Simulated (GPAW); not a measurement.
# Core-hole calculation of the Be K edge in Be (Beryllium, P6_3/mmc), part 2 of 3

What does one-electron theory with a core hole give for the Be K edge of Be (Beryllium, P6_3/mmc)?

GPAW 26.7.0; X-ray absorption from dipole matrix elements to empty bands, plane-wave PAW PBE.

So far. Step 2 (Ground state of the crystal): The mesh shows no gap, so the system is treated as a metal and the core electron is put at the Fermi level (neutral cell). Step 3 (Spectrum without a core hole, Be atom 1): Main maxima below 24 eV (height): 2.1 eV (0.74), 6.6 eV (0.91), 15.4 eV (2.18) and 22.8 eV (0.59). A K edge sees empty p states on the absorber.

### Step 5. Spectrum with XCH, Be atom 1

The holes are 5.3 Å apart. In GPAW the data set carries the hole's charge, so charge=0 means a charged cell and charge=-1 a neutral one. The excited electron is kept in the cell, where it fills the lowest empty states and screens the hole. After the field has converged, empty bands are computed with the density fixed and the dipole matrix elements are summed.

xas.py

```python
import numpy as np
from ase import Atoms
from ase.parallel import parprint, paropen
from gpaw import GPAW, PW, FermiDirac, Mixer, MixerDif, setup_paths
from gpaw.test import gen
setup_paths.insert(0, '.')
gen('Be', name='fch1s', xcname='PBE', corehole=(1, 0, 1), write_xml=True)
from gpaw.mpi import world
world.barrier()

atoms = Atoms('Be16',
    cell=[[0, -3.95825571, -3.5842],
     [0, 3.95825571, -3.5842],
     [4.5706, 0, 3.5842]],
    scaled_positions=[[0.66666667, 0.83333333, 0.25],
     [0.16666667, 0.33333333, 0.25],
     [0.91666667, 0.08333333, 0.75],
     [0.54166667, 0.20833333, 0.5],
     [0.29166667, 0.95833333, 0],
     [0.41666667, 0.58333333, 0.75],
     [0.04166667, 0.70833333, 0.5],
     [0.79166667, 0.45833333, 0],
     [0.70833333, 0.04166667, 0],
     [0.20833333, 0.54166667, 0],
     [0.95833333, 0.29166667, 0.5],
     [0.58333333, 0.41666667, 0.25],
     [0.33333333, 0.16666667, 0.75],
     [0.45833333, 0.79166667, 0.5],
     [0.08333333, 0.91666667, 0.25],
     [0.83333333, 0.66666667, 0.75]],
    pbc=True)
atoms.calc = calc = GPAW(legacy_gpaw=True, mode=PW(430, force_complex_dtype=True), xc='PBE', setups={0: 'fch1s'},
    kpts={'size': (6, 6, 6), 'gamma': True}, occupations=FermiDirac(0.1),
    charge=-1, mixer=Mixer(0.1, 5, 50), maxiter=150,
    convergence={'density': 0.0001, 'eigenstates': 1e-6}, txt='scf.txt')
energy = atoms.get_potential_energy() + calc.get_reference_energy()
ef = calc.get_fermi_level()
out = dict(energy=energy, fermi=ef, forces=atoms.get_forces().tolist())
parprint(f'all-electron energy {energy:.4f} eV, Fermi level {ef:.4f} eV')
ev = np.array([[calc.get_eigenvalues(k, s) for k in range(len(calc.get_ibz_k_points()))] for s in range(calc.get_number_of_spins())])
out['homo'], out['lumo'], out['counts'] = ev[ev < ef].max(), ev[ev > ef].min(), sorted(set((ev < ef).sum((0, 2)).tolist()))
out['filled'] = (ev[:, 0] < ef).sum(1).tolist()

from ase.units import Ha
from gpaw.xas import dipole_matrix_elements
nb = int(calc.get_number_of_electrons() / 2) + 80
top, nb = nb, nb + 8 + nb // 12
nscf = calc.fixed_density(kpts={'size': (7, 7, 7), 'gamma': True}, nbands=nb,
    convergence={'bands': top, 'eigenstates': 5e-3}, maxiter=60, txt='nscf.txt')
cell = atoms.cell.array
ops = [cell.T @ U.T @ np.linalg.inv(cell.T) for U in nscf.wfs.kd.symmetry.op_scc]
E = np.arange(-6, 34, 0.1)
fwhm = np.interp(E, [4, 25], [0.9, 3.5])
Y, X, zero, highest = 0, 0, 1e9, 1e9
for spin in range(nscf.get_number_of_spins()):
    wfs = nscf.wfs
    mine = wfs.bd.get_slice()  # this rank's bands
    A = dipole_matrix_elements(wfs.setups[0])
    eps = np.zeros((wfs.kd.nibzkpts, nb))
    d = np.zeros((3, A.shape[1], wfs.kd.nibzkpts, nb), complex)
    for kpt in wfs.kpt_u:
        if kpt.s == spin and 0 in kpt.P_ani:
            eps[kpt.k, mine] = kpt.eps_n * Ha
            d[:, :, kpt.k, mine] = (kpt.weight * wfs.nspins / 2) ** 0.5 * np.inner(A, kpt.P_ani[0])
    world.sum(eps)
    world.sum(d)
    T = np.einsum('amkn,bmkn->abkn', d, d.conj()).real
    T = sum(np.einsum('ai,ijkn,bj->abkn', R, T, R) for R in ops) / len(ops)
    empty = eps > ef
    zero, highest = min(zero, eps[empty].min()), min(highest, eps[:, top - 1].min())
    lines = [(eps, T, empty)] if spin == 0 else lines + [(eps, T, empty)]
for eps, T, empty in lines:
    f = np.einsum('aakn->akn', T).reshape(3, -1)
    x = eps.ravel() - zero
    w = np.interp(x, E, fwhm) / 2.35482
    g = np.exp(-0.5 * ((E[:, None] - x) / w) ** 2) / (w * (2 * np.pi) ** 0.5)
    Y = Y + (f * empty.ravel()) @ g.T
    X = X + (f * ~empty.ravel()) @ g.T
out.update(E=E.round(2).tolist(), xas=Y.tolist(), xes=X.tolist(), zero=zero, valid=highest - zero, nk=len(eps), nb=nb)
for i in range(0, len(E), 10):
    parprint(f'{E[i]:7.2f}', *(f'{v:10.3e}' for v in Y[:, i]))
import json
with paropen('out.json', 'w') as f:
    json.dump(out, f)
```

The run is started by

```console
OMP_NUM_THREADS=1 mpirun -n 4 gpaw python xas.py
```

Numbers of over 12 decimals in the logs are rounded to 6 here.

Log:

```text
Input parameters:
  charge: -1
  convergence: {density: 0.0001,
                eigenstates: 1e-06}
  kpts: {gamma: True,
         size: (6, 6, 6)}
  maxiter: 150
  mixer: {backend: pulay,
          beta: 0.1,
          method: separate,
          nmaxold: 5,
          weight: 50}
  mode: {ecut: 430.0,
         force_complex_dtype: True,
         name: pw}
  occupations: {fixmagmom: False,
                name: fermi-dirac,
                width: 0.1}
  setups: {0: fch1s}
  xc: PBE

Initialize ...

[... PAW data sets ...]

Reference energy: -6242.679564  # eV

Spin-paired calculation

[... convergence settings ...]
Symmetries present (total): 1
  [... symmetry matrices ...]

216 k-points: 6 x 6 x 6 Monkhorst-Pack grid + [1/12,1/12,1/12]
112 k-points in the irreducible part of the Brillouin zone
       k-points in crystal coordinates                weights
   0:     0.00000000    0.00000000    0.00000000          1/216
   1:     0.00000000    0.00000000    0.16666667          2/216
   2:     0.00000000    0.00000000    0.33333333          2/216
   3:     0.00000000    0.00000000    0.50000000          1/216
   4:     0.00000000    0.16666667   -0.33333333          2/216
   5:     0.00000000    0.16666667   -0.16666667          2/216
   6:     0.00000000    0.16666667    0.00000000          2/216
   7:     0.00000000    0.16666667    0.16666667          2/216
   8:     0.00000000    0.16666667    0.33333333          2/216
   9:     0.00000000    0.16666667    0.50000000          2/216
          ...
 111:     0.50000000    0.50000000    0.50000000          1/216

Wave functions: Plane wave expansion
  Cutoff energy: 430.000 eV
  Number of coefficients (min, max): 2598, 2654
  Pulay-stress correction: 0.000000 eV/Ang^3 (de/decut=0.000000)
  Using FFTW library
  Wavefunction extrapolation:
    Improved wavefunction reuse through dual PAW basis

Occupation numbers: Fermi-Dirac:
  width: 0.1000  # eV

Eigensolver
   Davidson(niter=2)

Densities:
  Coarse grid: 27*27*28 grid
  Fine grid: 54*54*56 grid
  Total Charge: 0.000000

Density mixing:
  Method: separate
  Backend: pulay
  Linear mixing parameter: 0.1
  old densities: 5
  Width of damping distribution: 1.1
  Damping of long wavelength oscillations: 50

[... Hamiltonian set-up ...]
Number of atoms: 16
Number of atomic orbitals: 64
Number of bands in calculation: 24
Number of valence electrons: 33
Bands to converge: occupied

... initialized

Initializing position-dependent things.

Density initialized from atomic densities
Creating initial wave functions:
  24 bands from LCAO basis set

                 Be
                 Be
             Bee  Be
              Be
          Be    Be
           BBe BeBe
        Be   Be
             Be
        Be

Atomic positions and initial magnetic moments

Positions:
   0 Be     1.142650    0.659709   -4.480250    ( 0.0000,  0.0000,  0.0000)
   1 Be     1.142650    0.659709   -0.896050    ( 0.0000,  0.0000,  0.0000)
   2 Be     3.427950   -3.298546   -0.896050    ( 0.0000,  0.0000,  0.0000)
   3 Be     2.285300   -1.319419   -0.896050    ( 0.0000,  0.0000,  0.0000)
   4 Be     0.000000    2.638837   -4.480250    ( 0.0000,  0.0000,  0.0000)
   5 Be     3.427950    0.659709   -0.896050    ( 0.0000,  0.0000,  0.0000)
   6 Be     2.285300    2.638837   -0.896050    ( 0.0000,  0.0000,  0.0000)
[...]
13 Be     2.285300    1.319419   -2.688150    ( 0.0000,  0.0000,  0.0000)
  14 Be     1.142650    3.298546   -2.688150    ( 0.0000,  0.0000,  0.0000)
  15 Be     3.427950   -0.659709   -2.688150    ( 0.0000,  0.0000,  0.0000)

Unit cell:
           periodic     x           y           z      points  spacing
  1. axis:    yes    0.000000   -3.958256   -3.584200    27     0.1701
  2. axis:    yes    0.000000    3.958256   -3.584200    27     0.1701
  3. axis:    yes    4.570600    0.000000    3.584200    28     0.1632

  Lengths:   5.339876   5.339876   5.808345
  Angles:  114.468393 114.468393  95.678328

Effective grid spacing dv^(1/3) = 0.1852

iter:   1   -74.059070
iter:   2   -72.108887   -1.45  -0.92
iter:   3   -70.843062   -1.16  -1.06
iter:   4   -70.901112   -2.53  -1.44
iter:   5   -70.930587   -3.08  -1.69
iter:   6   -70.930273   -3.60  -2.38
iter:   7   -70.928476c  -3.90  -2.53
iter:   8   -70.928755c  -4.34  -2.88
iter:   9   -70.928438c  -4.70  -2.86
iter:  10   -70.928431c  -6.90c -3.42
iter:  11   -70.928425c  -6.49c -3.52
iter:  12   -70.928437c  -6.03c -3.72
iter:  13   -70.928420c  -6.00  -3.75
iter:  14   -70.928420c  -7.30c -3.96
iter:  15   -70.928421c  -7.66c -4.52c

Converged after 15 iterations.

Dipole moment: (0.008874, 0.096279, -0.158906) |e|*Ang

Energy contributions relative to reference atoms: (reference = -6242.679564)

Kinetic:        +47.682187
Potential:      -24.956495
External:        +0.000000
XC:             -92.779315
Entropy (-ST):   -0.053739
Local:           -0.847929
SIC:             +0.000000
--------------------------
Free energy:    -70.955290
Extrapolated:   -70.928421

Showing only first 2 kpts
 Kpt  Band  Eigenvalues  Occupancy
  0    14      7.72720    1.83702
  0    15      8.04900    0.62187
  0    16      8.23357    0.13303
  0    17      8.79674    0.00051

  1    14      6.99423    1.99988
  1    15      7.06041    1.99977
  1    16      7.54409    1.97197
[...]
Fermi level: 7.96942

No gap
No difference between direct/indirect transitions

Forces in eV/Ang:
  0 Be   -0.00000    0.02295    0.00000
  1 Be    0.00000    0.02600   -0.00000
  2 Be   -0.30179   -0.14697   -0.00000
  3 Be   -0.08269   -0.17636   -0.00000
  4 Be    0.08269   -0.17636   -0.00000
  5 Be    0.30179   -0.14697    0.00000
  6 Be    0.07571    0.28277    0.00000
[...]
13 Be   -0.06497   -0.01825   -0.20181
 14 Be    0.00000    0.31585    0.36336
 15 Be   -0.00000   -0.26323    0.00000
Scalar-relativistic atomic PBE calculation for Be (Beryllium, Z=4)
Core hole in 1s state (1s occupation: 1.0)
300 radial gridpoints.
|------------------------------------------------|
|------------------------------------------------|
[... the atom generator's iteration count ...]

Energy contributions:
-------------------------
Kinetic:       +9.872940
XC:            -1.612488
Potential:    -18.179277
-------------------------
Total:         -9.918824

state      eigenvalue         ekin         rmax
-----------------------------------------------
1s^1.0 :    -5.560734     7.657285        0.253
2s^2.0 :    -0.663003     1.107828        1.590
2p^0.0 :    -0.516980     0.998110        1.415
-----------------------------------------------
(units: Bohr and Hartree)

Generating PAW setup
Kinetic energy of the core from tauc = 7.658990
Cutoffs:
rc(s)=1.500
rc(p)=1.500
rc(d)=1.500
rc(vbar)=1.350
rc(comp)=1.500
rc(nct)=1.500

Kinetic energy of the core states: 7.657285
Charge: 1.0
Core electrons: 1.0
Valence electrons: 2.0
Pseudo-core charge: 0.040502
Shape function alpha=4.444
Pseudo-electron charge 2.093044
state    eigenvalue         norm
--------------------------------
2s(2) :    -0.663003     1.026271
*s    :     0.336997
2p(0) :    -0.516980     0.948222
*p    :     0.483020
*d    :     0.000000
--------------------------------

Diagonalizing with gridspacing h=0.050

state   all-electron     PAW
-------------------------------
2s:      -0.663003    -0.663196
2p:      -0.516980    -0.517463
*d:                   -0.086591
*f:                   -0.016912
-------------------------------
all-electron energy -6313.6080 eV, Fermi level 7.9694 eV
[...]
31.00  4.589e-04  4.490e-04  4.802e-04
  32.00  4.526e-04  4.430e-04  4.640e-04
  33.00  4.498e-04  4.399e-04  4.852e-04
```

The job ended after 2.1 min (4 MPI ranks of AMD EPYC 9R14 (Zen 4), shared host; peak memory 0.66 GiB; 8.4 min of CPU time).

The Be K spectrum, Be atom 1, excited-electron core hole (neutral cell) (energy from the lowest empty level; intensity scaled to a mean of 1 over the first 20 eV; polarised curves are means over the symmetry-equivalent atoms):

| E (eV) | isotropic | ε ⊥ c | ε ∥ c |
| --- | --- | --- | --- |
| -2.0 | 0.00 | 0.00 | 0.00 |
| -1.0 | 0.00 | 0.00 | 0.00 |
| 0.0 | 0.41 | 0.39 | 0.46 |
| 1.0 | 1.10 | 0.96 | 1.39 |
| 2.0 | 0.90 | 0.88 | 0.95 |
| 3.0 | 0.96 | 0.97 | 0.92 |
| 4.0 | 1.03 | 1.08 | 0.92 |
| 5.0 | 1.39 | 1.51 | 1.15 |
| 6.0 | 1.23 | 1.38 | 0.92 |
| 7.0 | 1.20 | 1.25 | 1.08 |
| 8.0 | 1.32 | 1.37 | 1.22 |
| 9.0 | 1.30 | 1.35 | 1.20 |
| 10.0 | 1.21 | 1.23 | 1.17 |
| 11.0 | 1.24 | 1.16 | 1.41 |
| 12.0 | 1.56 | 1.35 | 1.97 |
| 13.0 | 1.62 | 1.46 | 1.94 |
| 14.0 | 1.21 | 1.14 | 1.35 |
| 15.0 | 0.77 | 0.76 | 0.78 |
| 16.0 | 0.51 | 0.55 | 0.43 |
| 17.0 | 0.39 | 0.44 | 0.31 |
| 18.0 | 0.32 | 0.32 | 0.31 |
| 19.0 | 0.26 | 0.24 | 0.32 |
| 20.0 | 0.30 | 0.27 | 0.35 |
| 21.0 | 0.38 | 0.37 | 0.38 |
| 22.0 | 0.42 | 0.44 | 0.37 |
| 23.0 | 0.38 | 0.43 | 0.30 |
| 24.0 | 0.34 | 0.39 | 0.24 |
| 25.0 | 0.33 | 0.38 | 0.23 |
| 26.0 | 0.36 | 0.40 | 0.29 |

Main maxima below 24 eV (height): 0.9 eV (1.12), 4.9 eV (1.40), 8.1 eV (1.32), 12.6 eV (1.67) and 22.0 eV (0.42). 

The total-energy difference is 116.54 eV. One term is added: -4.47 eV, since the hole is spin-paired here and a spin-polarised one costs that much less in the free atom (computed apart). The photon energy is then 112.07 eV. The tabulated edge of the element is 111.5 eV. The functional leaves an error of a few eV in such absolute values.

### Step 6. Cell without a hole, the energy reference

The cell and mesh change for the next run, so it gets a reference energy of its own.

scf.py

```python
import numpy as np
from ase import Atoms
from ase.parallel import parprint, paropen
from gpaw import GPAW, PW, FermiDirac, Mixer, MixerDif, setup_paths
from gpaw.test import gen
setup_paths.insert(0, '.')
gen('Be', name='nch1s', xcname='PBE', corehole=(1, 0, 0), write_xml=True)
from gpaw.mpi import world
world.barrier()

atoms = Atoms('Be2',
    cell=[[2.2853, 0, 0],
     [-1.14265, 1.97912786, 0],
     [0, 0, 3.5842]],
    scaled_positions=[[0.66666667, 0.33333333, 0.75],
     [0.33333333, 0.66666667, 0.25]],
    pbc=True)
atoms.calc = calc = GPAW(legacy_gpaw=True, mode=PW(430, force_complex_dtype=True), xc='PBE', setups={0: 'nch1s'},
    kpts={'size': (12, 12, 7), 'gamma': True}, occupations=FermiDirac(0.1),
    charge=0, mixer=Mixer(0.1, 5, 50), maxiter=150,
    convergence={'density': 0.0001, 'eigenstates': 1e-6}, txt='scf.txt')
energy = atoms.get_potential_energy() + calc.get_reference_energy()
ef = calc.get_fermi_level()
out = dict(energy=energy, fermi=ef, forces=atoms.get_forces().tolist())
parprint(f'all-electron energy {energy:.4f} eV, Fermi level {ef:.4f} eV')
ev = np.array([[calc.get_eigenvalues(k, s) for k in range(len(calc.get_ibz_k_points()))] for s in range(calc.get_number_of_spins())])
out['homo'], out['lumo'], out['counts'] = ev[ev < ef].max(), ev[ev > ef].min(), sorted(set((ev < ef).sum((0, 2)).tolist()))
out['filled'] = (ev[:, 0] < ef).sum(1).tolist()
import json
with paropen('out.json', 'w') as f:
    json.dump(out, f)
```

The run is started by

```console
OMP_NUM_THREADS=1 mpirun -n 4 gpaw python scf.py
```

Log:

```text
Input parameters:
  convergence: {density: 0.0001,
                eigenstates: 1e-06}
  kpts: {gamma: True,
         size: (12, 12, 7)}
  maxiter: 150
  mixer: {backend: pulay,
          beta: 0.1,
          method: separate,
          nmaxold: 5,
          weight: 50}
  mode: {ecut: 430.0,
         force_complex_dtype: True,
         name: pw}
  occupations: {fixmagmom: False,
                name: fermi-dirac,
[...]
--------------------------------
2s(2) :    -0.206149     0.997817
*s    :     0.793851
2p(0) :    -0.074159     0.989811
*p    :     0.925841
*d    :     0.000000
--------------------------------

Diagonalizing with gridspacing h=0.050

state   all-electron     PAW
-------------------------------
2s:      -0.206149    -0.206219
2p:      -0.074159    -0.074241
*d:                    0.039245
*f:                    0.071379
-------------------------------
all-electron energy -803.8035 eV, Fermi level 7.6152 eV
[key lines of the parts left out:]
Converged after 8 iterations.
Dipole moment: (0.000778, -0.000449, -0.001964) |e|*Ang
Free energy:     -7.434747
Fermi level: 7.61522
```

The job ended after 4.7 s (4 MPI ranks; peak memory 0.16 GiB; 17 s of CPU time).

### Step 7. Spectrum with XCH, Be atom 1

A smaller cell brings the holes closer; here they are 2.3 Å apart.

Changed against the first core-hole run: supercell atoms from 16 to 2; the field's mesh follows (6×6×6 to 12×12×7).

xas.py: that of step 5 with these lines changed.

```diff
@@ -10,25 +10,11 @@
 
-atoms = Atoms('Be16',
-    cell=[[0, -3.95825571, -3.5842],
-     [0, 3.95825571, -3.5842],
-     [4.5706, 0, 3.5842]],
-    scaled_positions=[[0.66666667, 0.83333333, 0.25],
-     [0.16666667, 0.33333333, 0.25],
-     [0.91666667, 0.08333333, 0.75],
-     [0.54166667, 0.20833333, 0.5],
-     [0.29166667, 0.95833333, 0],
-     [0.41666667, 0.58333333, 0.75],
-     [0.04166667, 0.70833333, 0.5],
-     [0.79166667, 0.45833333, 0],
-     [0.70833333, 0.04166667, 0],
-     [0.20833333, 0.54166667, 0],
-     [0.95833333, 0.29166667, 0.5],
-     [0.58333333, 0.41666667, 0.25],
-     [0.33333333, 0.16666667, 0.75],
-     [0.45833333, 0.79166667, 0.5],
-     [0.08333333, 0.91666667, 0.25],
-     [0.83333333, 0.66666667, 0.75]],
+atoms = Atoms('Be2',
+    cell=[[2.2853, 0, 0],
+     [-1.14265, 1.97912786, 0],
+     [0, 0, 3.5842]],
+    scaled_positions=[[0.66666667, 0.33333333, 0.75],
+     [0.33333333, 0.66666667, 0.25]],
     pbc=True)
 atoms.calc = calc = GPAW(legacy_gpaw=True, mode=PW(430, force_complex_dtype=True), xc='PBE', setups={0: 'fch1s'},
-    kpts={'size': (6, 6, 6), 'gamma': True}, occupations=FermiDirac(0.1),
+    kpts={'size': (12, 12, 7), 'gamma': True}, occupations=FermiDirac(0.1),
     charge=-1, mixer=Mixer(0.1, 5, 50), maxiter=150,
@@ -45,6 +31,7 @@
 from gpaw.xas import dipole_matrix_elements
-nb = int(calc.get_number_of_electrons() / 2) + 80
-top, nb = nb, nb + 8 + nb // 12
-nscf = calc.fixed_density(kpts={'size': (7, 7, 7), 'gamma': True}, nbands=nb,
-    convergence={'bands': top, 'eigenstates': 5e-3}, maxiter=60, txt='nscf.txt')
+nb = int(calc.get_number_of_electrons() / 2) + 13
+top = nb
+nscf = calc.fixed_density(kpts={'size': (15, 15, 9), 'gamma': True},
+    convergence={'eigenstates': 1.0}, txt='nscf.txt')
+nscf.diagonalize_full_hamiltonian(nbands=nb)
 cell = atoms.cell.array
```

The run is started by

```console
OMP_NUM_THREADS=1 mpirun -n 4 gpaw python xas.py
```

Log:

```text
Input parameters:
  charge: -1
  convergence: {density: 0.0001,
                eigenstates: 1e-06}
  kpts: {gamma: True,
         size: (12, 12, 7)}
  maxiter: 150
  mixer: {backend: pulay,
          beta: 0.1,
          method: separate,
          nmaxold: 5,
          weight: 50}
  mode: {ecut: 430.0,
         force_complex_dtype: True,
         name: pw}
  occupations: {fixmagmom: False,
[...]
*p    :     0.483020
*d    :     0.000000
--------------------------------

Diagonalizing with gridspacing h=0.050

state   all-electron     PAW
-------------------------------
2s:      -0.663003    -0.663196
2p:      -0.516980    -0.517463
*d:                   -0.086591
*f:                   -0.016912
-------------------------------
all-electron energy -687.0442 eV, Fermi level 8.5332 eV
[...]
32.00  5.582e-04  5.582e-04  4.354e-04
  33.00  6.202e-04  6.202e-04  4.625e-04
[key lines of the parts left out:]
Converged after 9 iterations.
Dipole moment: (0.259031, -0.149552, 0.016771) |e|*Ang
Free energy:    -18.961470
Fermi level: 8.53323
```

It took 13 s on 4 MPI ranks; peak memory 0.24 GiB.

These settings depart from the first run's and aren't meant as converged.

Against the first run the r.m.s. difference is 24 %. Another feature, at 6.1 eV (1.82), becomes the highest below 16 eV; the one at 12.6 eV (1.67) is now at 12.9 eV (1.27).

| E (eV) | first run | this run |
| --- | --- | --- |
| -2.0 | 0.00 | 0.00 |
| -0.5 | 0.06 | 0.08 |
| 1.0 | 1.10 | 0.66 |
| 2.5 | 0.87 | 0.92 |
| 4.0 | 1.03 | 1.41 |
| 5.5 | 1.30 | 1.62 |
| 7.0 | 1.20 | 1.59 |
| 8.5 | 1.31 | 1.46 |
| 10.0 | 1.21 | 1.43 |
| 11.5 | 1.38 | 1.08 |
| 13.0 | 1.62 | 1.26 |
| 14.5 | 0.97 | 0.71 |
| 16.0 | 0.51 | 0.30 |
| 17.5 | 0.36 | 0.26 |
| 19.0 | 0.26 | 0.44 |
| 20.5 | 0.34 | 0.46 |
| 22.0 | 0.42 | 0.35 |
| 23.5 | 0.36 | 0.32 |
| 25.0 | 0.33 | 0.38 |

[end of part 2 of 3]

[Banner, clock and machine lines of the logs are left out without a mark of their own.]

[Logs are printed without paths, hosts, clocks, repeated set-up lines and the standing remarks that a program may print on its own settings, such as how far it seeks lower states.]

[Hosts, paths, dates, database ids (printed as entryN), source tags and the programs' standing remarks are cut or masked in the printed files.]

[Lists of maxima count a maximum above −3 eV only where it reaches 4 % of the highest in the window and stands out from its surroundings by 2 % of it (1.5 % where it reaches 55 %); shoulders and weaker maxima are passed over, and of the rest the first, up to two pre-edge ones and the few strongest are named.]
